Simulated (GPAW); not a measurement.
# Dielectric function and optical constants of AlSn3P (model structure)

Aim: the dielectric function of AlSn3P (model structure), and the optical constants that follow from it. The cell was made here by substitution or stacking, whether or not such a phase is known. It was built so: All N replaced by P and Ti replaced by Sn in the Pm-3m structure of Ti3AlN. The cell given below was relaxed beforehand with Ansatz.

Program: GPAW 26.7.0. Level of theory: DFT, RPBE, plane-wave PAW (GPAW data sets), scalar-relativistic, RPA, optical limit. Results are calculated unless marked as measured.

## Step 1: Set-up

Symmetry: Pm-3m, No. 221, cubic system. The conventional cell has a = 5.271 Å, b = 5.271 Å, c = 5.271 Å, α = 90.00°, β = 90.00°, γ = 90.00°. Nearest to Sn lie 2 P at 2.64 Å. Nearest to P lie 6 Sn at 2.64 Å. Al has 12 Sn at 3.73 Å nearest. All N replaced by P and Ti replaced by Sn in the Pm-3m structure of Ti3AlN. Farther neighbours are not listed.

Coordinates:

```cif
data_structure
_symmetry_space_group_name_H-M 'P 1'
_symmetry_Int_Tables_number 1
_cell_length_a 5.2709
_cell_length_b 5.2709
_cell_length_c 5.2709
_cell_angle_alpha 90.000
_cell_angle_beta 90.000
_cell_angle_gamma 90.000
_cell_volume 146.43
loop_
_atom_site_label
_atom_site_type_symbol
_atom_site_fract_x
_atom_site_fract_y
_atom_site_fract_z
_atom_site_occupancy
Sn1 Sn 0.00000 0.50000 0.50000 1
Sn2 Sn 0.50000 0.50000 0.00000 1
Sn3 Sn 0.50000 0.00000 0.50000 1
P4 P 0.50000 0.50000 0.50000 1
Al5 Al 0.00000 0.00000 0.00000 1
```

## Step 2: Bands for the response

The response needs many more empty bands than the density does.

This step: DFT, RPBE, plane-wave PAW (GPAW data sets), scalar-relativistic, bands at fixed density (GPAW 26.7.0).

nscf.py

```python
from ase.dft.bandgap import bandgap
from gpaw import GPAW, FermiDirac

calc = GPAW('gs.gpw').fixed_density(kpts={'size': (6, 6, 6), 'gamma': True}, nbands=60, convergence={'bands': 54},
                                    occupations=FermiDirac(0.05), txt='nscf.txt')
print('gap (eV)', bandgap(calc, output=None)[0])
print('direct gap (eV)', bandgap(calc, direct=True, output=None)[0])
calc.write('full.gpw', mode='all')
```

Started as:

```bash
$ OMP_NUM_THREADS=1 python nscf.py
```

Numbers of over 12 decimals in the logs are rounded to 6 here.

What it wrote:

```text
Diagonalizing LCAO Hamiltonian
Converting LCAO to pw mode
convergence criteria:
- Maximum integral of absolute [eigenst]ate change: 4e-08 eV^2 / valence electron
maximum number of iterations: 150

SCF iterations
|iter     |      energy | eigst |  dens |
|iter:   1||             | +2.90 |       |
|iter:   2||             | +1.75 |       |
|iter:   3||             | +0.84 |       |
|iter:   4||             | -0.28 |       |
|iter:   5||             | -1.07 |       |
|iter:   6||             | -1.86 |       |
|iter:   7||             | -2.44 |       |
|iter:   8||             | -3.11 |       |
|iter:   9||             | -3.67 |       |
|iter:  10||             | -4.26 |       |
|iter:  11||             | -4.78 |       |
|iter:  12||             | -5.30 |       |
|iter:  13||             | -5.72 |       |
|iter:  14||             | -6.20 |       |
|iter:  15||             | -6.56 |       |
|iter:  16||             | -6.99 |       |
|iter:  17||             | -7.31 |       |
|iter:  18||             | -7.62c|       |
SCF steps: 18
  __  _  _
 | _ |_)|_||  |
 |__||  | ||/\| - 26.7.0

Versions:
  Python: 3.12.14
  ASE:    3.29.0
  Numpy:  2.5.5
  Scipy:  1.18.1
  Libxc:  7.0.0

Input parameters:
  mode=PW(ecut=400.0),
  convergence={'bands': 54},
  gpts=array([25, 25, 25]),
  kpts=MonkhorstPack(size=(6, 6, 6), gamma=True),
  maxiter=150,
  nbands=60,
  occupations=Occupations(name='fermi-dirac', width=0.05, fixmagmom=False),
  parallel={},
  xc=XC(name='RPBE')

--- standard output ---
gap (eV) 0.0
direct gap (eV) 0.0
```

It took 63 s on 1 thread of Arm Neoverse V2, shared host; peak memory 0.23 GiB.

## Step 3: Dielectric function, RPA

Transitions between filled and empty bands, summed over the zone, give the optical response, so mesh, band count and broadening shape it.

The induced potential is part of this response.

This step: DFT, RPBE, plane-wave PAW (GPAW data sets), scalar-relativistic, RPA, optical limit (GPAW 26.7.0).

df.py

```python
from gpaw.response.df import DielectricFunction

df = DielectricFunction('full.gpw', frequencies={'type': 'nonlinear', 'domega0': 0.03, 'omega2': 8},
                        ecut=80,
                        eta=0.1,
                        nbands=54,
                        rate=0.2,
                        txt='df.txt')
for direction in ['x']:
    df.get_dielectric_function(xc='RPA', direction=direction, filename=f'df_{direction}.csv')
```

Started as:

```bash
$ OMP_NUM_THREADS=1 python df.py
```

What it wrote:

```text
Using integrator: PointIntegrator
NonLinearFrequencyDescriptor(from 0.000 to 38.846 eV, 431 points)
Nonperiodic BCs:  [False False False]
Using integrator: PointIntegrator
NonLinearFrequencyDescriptor(from 0.000 to 38.846 eV, 431 points)
Nonperiodic BCs:  [False False False]
Using integrator: PointIntegrator

Calculating chi0 body with:
    Ground state adapter containing:
    Number of spins: 1
    Number of kpoints: 216
    Number of irreducible kpoints: 20
    Number of completely occupied states: 23
    Number of partially occupied states: 28

    Linear response parametrization:
    q_c: [0.0, 0.0, 0.0]
    Number of frequency points: 431
    Planewave cutoff: 80.0
    Number of bands: 54
    Number of planewaves: 251
    Broadening (eta): 0.1

Integrating chi0 body.

Symmetries of q_c:
    Direct symmetries (Uq -> q): 48
    Indirect symmetries (TUq -> q): 0
In total 48 allowed symmetries.

20 groups of equivalent kpoints. 90.740741% reduction.

Integral kind: spectral function

Calculating chi0 optical extensions with:
    Ground state adapter containing:
    Number of spins: 1
    Number of kpoints: 216
    Number of irreducible kpoints: 20
    Number of completely occupied states: 23
    Number of partially occupied states: 28

    Linear response parametrization:
    Number of frequency points: 431
    Planewave cutoff: 80.0
    Number of bands: 54
    Number of planewaves: 251
    Broadening (eta): 0.1
Integrating chi0 head and wings.

Symmetries of q_c:
    Direct symmetries (Uq -> q): 48
    Indirect symmetries (TUq -> q): 0
In total 48 allowed symmetries.

20 groups of equivalent kpoints. 90.740741% reduction.

Integral kind: spectral function wings

Calculating drude chi0 with:
    Number of frequency points:431
    Plasma frequency decay rate: 0.2 eV

    Ground state adapter containing:
    Number of spins: 1
    Number of kpoints: 216
    Number of irreducible kpoints: 20
    Number of completely occupied states: 23
    Number of partially occupied states: 28

Symmetries of q_c:
    Direct symmetries (Uq -> q): 48
    Indirect symmetries (TUq -> q): 0
In total 48 allowed symmetries.

20 groups of equivalent kpoints. 90.740741% reduction.

Integral kind: intraband
Plasma frequency:
[[5.94+0.j 0.  +0.j 0.  +0.j]
 [0.  +0.j 5.94+0.j 0.  +0.j]
 [0.  +0.j 0.  +0.j 5.94+0.j]]
```

It took 23 s on 1 thread; peak memory 1.5 GiB.

Some rows of df_x.csv (energy; Re and Im without local fields; Re and Im with them):

```text
0.000000, 1157.854168, 0.000000, 1155.953635, 0.000000
0.366838, -48.790610, 359.441686, -47.070565, 356.294735
0.747880, -56.798981, 74.851323, -59.044340, 74.652858
1.143969, -53.368593, 52.135705, -52.588269, 51.843568
1.556014, -28.032412, 23.641182, -28.594096, 22.897973
1.984998, -26.654643, 15.039116, -26.758413, 14.834502
2.431988, -15.111263, 5.322590, -15.444586, 5.209276
2.898142, -9.108027, 4.145025, -9.461919, 3.764853
3.384719, -5.541274, 2.653803, -6.048887, 2.267290
3.893091, -3.540946, 3.068161, -3.927886, 2.467846
4.424758, -2.885180, 3.368606, -2.990973, 2.545321
4.981356, -2.619840, 3.611620, -2.353068, 3.006915
5.564682, -3.296462, 2.724156, -2.881933, 2.771417
6.176709, -2.544429, 1.283725, -2.474066, 1.174094
6.819608, -1.154119, 1.216397, -1.374788, 0.890652
7.495775, -0.751801, 1.229808, -0.968927, 0.751565
8.207861, -0.978994, 1.474508, -0.717017, 0.851380
8.958808, -0.899602, 1.105471, -0.464340, 0.773500
9.751884, -0.704472, 0.638477, -0.468541, 0.618428
10.590737, -0.587779, 0.663131, -0.202459, 0.569958
11.479449, -0.263306, 0.477709, -0.029400, 0.358209
12.422601, -0.231322, 0.350847, 0.071250, 0.426052
13.425354, 0.013133, 0.228215, 0.219369, 0.278690
```

Sum at mesh points, not converged in k. Table of Im ε, E ∥ x by photon energy; read off at these points:

```tsv
photon energy (eV)	Im ε, E ∥ x
1.0	73.4
1.5	24.4
2.0	13.9
2.5	4.67
3.0	3.59
3.5	2.21
4.0	2.45
4.5	2.63
5.0	3.04
5.5	2.87
6.0	1.41
6.5	0.909
7.0	1.00
7.5	0.753
8.0	0.910
8.5	0.708
9.0	0.764
9.5	0.744
10.0	0.520
10.5	0.608
11.0	0.410
11.5	0.360
12.0	0.385
12.5	0.396
13.0	0.326
13.5	0.282
```

Values under 1 per cm are given as 1; sum at mesh points, not converged in k. Table of absorption coefficient, E ∥ x by photon energy:

photon energy (eV), log10 absorption coefficient, E ∥ x (1/cm) and a bar from the least value:
```
    1.010        5.9 ######################
    1.486        5.9 #########################
    1.985        6.0 ##############################
    2.508        6.0 ###########################
    3.018        6.0 ##########################
    3.510        5.9 #######################
    3.980        5.9 ######################
    4.516        5.9 #######################
    4.981        5.9 #########################
    5.515        6.0 #############################
    6.021        6.0 #############################
    6.494        6.0 #########################
    6.985        5.9 #######################
    7.496        5.9 ######################
    8.026        5.9 ######################
    8.516        5.9 #####################
    9.023        5.9 ####################
    9.483        5.9 ####################
   10.026        5.8 ##################
   10.519        5.8 ##################
   11.029        5.8 ###############
   11.479        5.7 ##########
   12.023        5.7 ########
   12.504        5.7 ###########
   13.000        5.6 #####
   13.512        5.5
```

Sum at mesh points, not converged in k. Table of reflectivity at normal incidence, E ∥ x by photon energy; read off at these points:

```tsv
photon energy (eV)	reflectivity at normal incidence, E ∥ x (%)
1.00	79.5
1.31	84.6
1.50	81.0
2.00	84.3
2.24	86.7
2.50	85.8
3.00	80.4
3.50	75.4
4.00	60.9
4.50	52.8
5.00	47.7
5.50	51.9
6.00	66.7
6.28	70.3
6.50	63.2
7.00	50.3
7.50	51.0
8.00	40.3
8.50	42.0
9.00	34.2
9.50	31.6
9.75	38.7
10.00	35.8
10.50	27.3
11.00	34.1
11.50	24.6
12.00	16.7
12.50	19.5
13.00	13.8
13.50	10.9
```

The loss function −Im 1/ε at q → 0, E ∥ x has structure finer than the step of the table below, so its rows give means over 0.5 eV, whole bins alone (the curve runs from 0.619 to 13.5 eV). Peaks (eV: height): 11.48: 2.77, 12.67: 2.93.

Sum at mesh points, not converged in k. Table of loss function −Im 1/ε at q → 0, E ∥ x by energy loss; means over each step:

```tsv
energy loss (eV)	loss function −Im 1/ε at q → 0, E ∥ x
1.0	0.0102
1.5	0.0159
2.0	0.0179
2.5	0.0215
3.0	0.0351
3.5	0.0697
4.0	0.140
4.5	0.182
5.0	0.196
5.5	0.180
6.0	0.150
6.5	0.230
7.0	0.383
7.5	0.517
8.0	0.653
8.5	0.796
9.0	0.976
9.5	1.02
10.0	1.39
10.5	1.57
11.0	1.98
11.5	2.60
12.0	2.46
12.5	2.54
13.0	2.53
```

Sum at mesh points, not converged in k. Im ε, E ∥ x against photon energy; read off at these points:

```tsv
photon energy (eV)	without local fields	with local fields
1.0	76.4	73.4
1.5	25.0	24.4
2.0	14.2	13.9
2.5	4.80	4.67
3.0	3.88	3.59
3.5	2.64	2.21
4.0	3.10	2.45
4.5	3.54	2.63
5.0	3.64	3.04
5.5	2.97	2.87
6.0	1.59	1.41
6.5	1.03	0.909
7.0	1.44	1.00
7.5	1.24	0.753
8.0	1.51	0.910
8.5	1.10	0.708
9.0	1.07	0.764
9.5	0.886	0.744
10.0	0.646	0.520
10.5	0.709	0.608
11.0	0.441	0.410
11.5	0.477	0.360
12.0	0.458	0.385
12.5	0.309	0.396
13.0	0.213	0.326
13.5	0.222	0.282
```

At chosen wavelengths:

```tsv
wavelength (nm)	n	k	R (%)	1/α
1064	3.07	7.812	84.2	11 nm
532	0.72	4.205	86.1	10 nm
450	0.56	3.317	83.3	11 nm
405	0.53	3.031	81.6	11 nm
365	0.45	2.487	78.2	12 nm
248	0.86	1.765	47.7	11 nm
193	0.32	1.401	65.8	11 nm
```

In reflection the computed colour is near white: x = 0.313, y = 0.334, luminous reflectivity 86 %.

## Step 4: What came out

What this shows: At this level (RPBE, RPA) AlSn3P is a metal. The mesh is too coarse to trust the carriers' weight, the reflectivity or the colour to better than tens of per cent. In reflection the computed colour is near white: x = 0.313, y = 0.334, luminous reflectivity 86 %. The carriers' damping of 0.2 eV is typed, not computed; it shapes the response at the lowest energies. Spin-orbit coupling is left out although heavy atoms are present. The curves end at 14 eV, about where the summed bands run out. GPAW's carrier term has the form −ωp²/(ω + i·rate)², which damps like twice the rate and fails at low energy, so the curves leave the lowest energies out. The sum runs over mesh points 0.20 Å⁻¹ apart with no interpolation, so peaks are partly noise of the mesh, and the Drude plasma energy, a sum over the Fermi surface, isn't converged.

[Machine, clock and banner lines and Python warnings are left out of the logs.]

[Logs are printed without paths, hosts, clocks, repeated set-up lines and the standing remarks that a program may print on its own settings, such as how far it seeks lower states.]

[Hosts, paths, dates, database ids (printed as entryN), source tags and the programs' standing remarks are cut or masked in the printed files.]
